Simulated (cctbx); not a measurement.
## Lattice, Laue class and space group of a new crystal

Cell: a = 7.3510 Å, b = 7.3510 Å, c = 10.4960 Å, α = 90.00°, β = 90.00°, γ = 90.00°. Expected content of the cell: I8 Co4 K4 F4.

Simulated single-crystal data (cctbx): Mo Kα, λ = 0.71073 Å, to d = 0.7 Å, 70 % of the full sphere, strongest reflection 40000 counts, noise from counting, a 2 % proportional error and a noise floor of 8 counts (s.d.); no absorption, some extinction.

A first pass over the reflections prints:

```text
4850 reflections to d = 0.700 A
centring   violations  <I/sigma> of those
    A       1942 of  2456     13.5
    B       1929 of  2445     13.5
    C       1837 of  2427     13.2
    I       1653 of  2431      9.0
    R       2527 of  3253     15.2
    F       2854 of  3664     13.4
Laue class    unique    Rint  (classes that these axes allow; Friedel mates merged)
P -1             3150   0.019
P 1 2/m 1        1818   0.022
P 1 1 2/m        1794   0.022
P 2/m 1 1        1831   0.021
P m m m          1035   0.023
P 4/m             919   0.024
P 4/m m m         568   0.025
space group    extra absences  I>4sigma  <I/sigma>
P 4 2 2                 0          0         -  acentric
P 4 21 2               15          0      -0.1  acentric
P 42 2 2                9          0       1.1  acentric
P 42 21 2              24          0       0.4  acentric
P 4 m m                 0          0         -  acentric
P 4 b m               352          0       0.0  acentric
P -4 2 m                0          0         -  acentric
P -4 21 m              15          0      -0.1  acentric
P -4 m 2                0          0         -  acentric
P -4 b 2              352          0       0.0  acentric
P 4/m m m               0          0         -  centric
P 4/m b m             352          0       0.0  centric
Wilson B = 0.37 A^2   <|E^2-1|> = 1.021 (0.968 centric, 0.736 acentric)   E^2>4: 4.8 %
shell (A)         n   <I/sigma>
10.50 - 1.40     88     34.8
 1.40 - 1.11     75     44.4
 1.11 - 0.97     69     44.1
 0.97 - 0.88     73     39.4
 0.88 - 0.82     61     48.9
 0.82 - 0.77     74     39.9
 0.77 - 0.73     62     35.1
 0.73 - 0.70     66     44.2
```

Q: Read the symmetry from these tables.

Every centring test has many violations, so the lattice is primitive.

Rint stays low (0.019 to 0.025) up to P 4/m m m, the highest class in these axes.

12 settings pass the absence test. The most absences obeyed, 352, belong to P 4 b m, P -4 b 2 and P 4/m b m, which absences can't tell apart.

⟨|E²−1|⟩ = 1.021 leans to a centrosymmetric structure. The Wilson B of 0.37 Å² means U ≈ 0.0047 Å².

The true group is P4/mbm (no. 127), Laue class 4/mmm, centrosymmetric. The tables only narrow the choice to the tied entries; cell content, site symmetry and trial solutions must settle it.

This is a model crystal, built by substitution and not relaxed, with assumed displacement parameters.

[Logs are printed without paths, hosts, clocks, repeated set-up lines and the standing remarks that a program may print on its own settings, such as how far it seeks lower states.]
